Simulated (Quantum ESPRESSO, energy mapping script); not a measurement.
Records of electronic-structure calculations.

**MnS: energy mapping under PBE+U (4 eV), QE, GBRV**

The structure is cubic, space group Fm-3m (No. 225). The conventional cell has a = 5.209 Å, b = 5.209 Å, c = 5.209 Å, α = 90.00°, β = 90.00°, γ = 90.00°. Mn has 6 S at 2.60 Å nearest. Nearest to S lie 6 Mn at 2.60 Å. Farther neighbours and most contacts between anions are not listed.

```xyz
4
Lattice="0.0000 -2.6045 -2.6045 -2.6045 0.0000 -2.6045 2.6045 2.6045 -5.2090" Properties=species:S:1:pos:R:3 pbc="T T T"
Mn    0.0000    0.0000   -5.2090
Mn    0.0000    0.0000    0.0000
S     0.0000    0.0000   -7.8135
S     0.0000    0.0000   -2.6045
```

```yaml
method: PBE with U = 4 eV on Mn d, ortho-atomic projectors, GBRV potentials (and 1 further level or step)
program: Quantum ESPRESSO 7.5 and energy mapping script 1
settings_of_one_run: cutoff 612.26 eV, 7×7×7 k-mesh, Fermi-Dirac occupations, smearing width 0.05 eV, collinear spin, GBRV 1.5 ultrasoft, starting moments 4.5 -4.5 0 0 μB
notes: The database entry behind the starting cell differs from later determinations by our own check (an axis about 0.2 % short against later determinations). Level: PBE with U = 4 eV on Mn d, ortho-atomic projectors, Quantum ESPRESSO with GBRV potentials. The state is antiferromagnetic; only a few collinear orders were tried. Couplings are for E = −Σ J e·e over ordered pairs of unit vectors. The straight metal–ligand–metal path outweighs the right-angled one, the pattern expected of superexchange through one ligand p orbital, which these runs do not test. The classical value and the one scaled by (S+1)/S differ by a factor of 1.4, so closeness of either to the measured temperature is partly a matter of convention.
lowest_order_tried: compensated +− in cell A
largest_fitted_value_mn_mn_at_5p21_a: -3.49 meV
ordering_temperature_mean_field: 125 K
heat_capacity_peak_monte_carlo: 73.9 K
```

Of the orders tried, MnS prefers the order “compensated +− in cell A” under PBE+U (4 eV), QE, GBRV, with 6 of 12 neighbours at 3.68 Å, 6 of 6 neighbours at 5.21 Å and 12 of 24 neighbours at 6.38 Å opposed, and the heat capacity of the fitted model peaks near 74 K (Monte Carlo, classical spins). The largest fitted coupling is the Mn–Mn pair at 5.21 Å, antiferromagnetic at -3.5 meV, across a ligand at about 180°.

## MnS: exchange couplings from total energies

The structure is cubic, space group Fm-3m (No. 225). The conventional cell has a = 5.209 Å, b = 5.209 Å, c = 5.209 Å, α = 90.00°, β = 90.00°, γ = 90.00°. Nearest to Mn lie 6 S at 2.60 Å. S has 6 Mn at 2.60 Å nearest. Farther neighbours and most contacts between anions are not listed.

```xyz
4
Lattice="0.0000 -2.6045 -2.6045 -2.6045 0.0000 -2.6045 2.6045 2.6045 -5.2090" Properties=species:S:1:pos:R:3 pbc="T T T"
Mn    0.0000    0.0000   -5.2090
Mn    0.0000    0.0000    0.0000
S     0.0000    0.0000   -7.8135
S     0.0000    0.0000   -2.6045
```

```yaml
method: PBE with U = 6 eV on Mn d, ortho-atomic projectors, GBRV potentials (and 3 further levels or steps)
program: Quantum ESPRESSO 7.5 and energy mapping script 1
settings_of_one_run: cutoff 612.26 eV, 7×7×7 k-mesh, Fermi-Dirac occupations, smearing width 0.05 eV, collinear spin, GBRV 1.5 ultrasoft, starting moments 4.5 -4.5 0 0 μB
notes: The database entry behind the starting cell differs from later determinations by our own check (an axis about 0.2 % short against later determinations). Level: PBE with U = 6 eV on Mn d, ortho-atomic projectors, Quantum ESPRESSO with GBRV potentials. The state is antiferromagnetic; only a few collinear orders were tried. Couplings are for E = −Σ J e·e over ordered pairs of unit vectors. The straight metal–ligand–metal path outweighs the right-angled one, the pattern expected of superexchange through one ligand p orbital, which these runs do not test. The classical value and the one scaled by (S+1)/S differ by a factor of 1.4, so closeness of either to the measured temperature is partly a matter of convention.
lowest_order_tried: compensated +− in cell A
largest_fitted_value_mn_mn_at_5p21_a: -1.50 meV
ordering_temperature_mean_field: 46.3 K
heat_capacity_peak_monte_carlo: 24.1 K
```

Of the orders tried, MnS prefers the order “compensated +− in cell A” under PBE+U (6 eV), QE, GBRV, with 6 of 12 neighbours at 3.68 Å, 6 of 6 neighbours at 5.21 Å and 12 of 24 neighbours at 6.38 Å opposed, and the heat capacity of the fitted model peaks near 24 K (Monte Carlo, classical spins). The coupling at 5.21 Å is 0.43 times that of the first set, at 0.90 times the CPU time. The largest fitted coupling is the Mn–Mn pair at 5.21 Å, antiferromagnetic at -1.5 meV, across a ligand at about 180°.

[Logs and program files are shortened in this print: banners, set-up blocks, solver, clock and traceback lines can be left out without a mark of their own.]

[Logs are printed without paths, hosts, clocks, repeated set-up lines and the standing remarks that a program may print on its own settings, such as how far it seeks lower states.]

[Hosts, paths, dates, database ids (printed as entryN), source tags and the programs' standing remarks are cut or masked in the printed files.]

[Where a cell is said to come from a database of computed structures, the database is the Materials Project.]
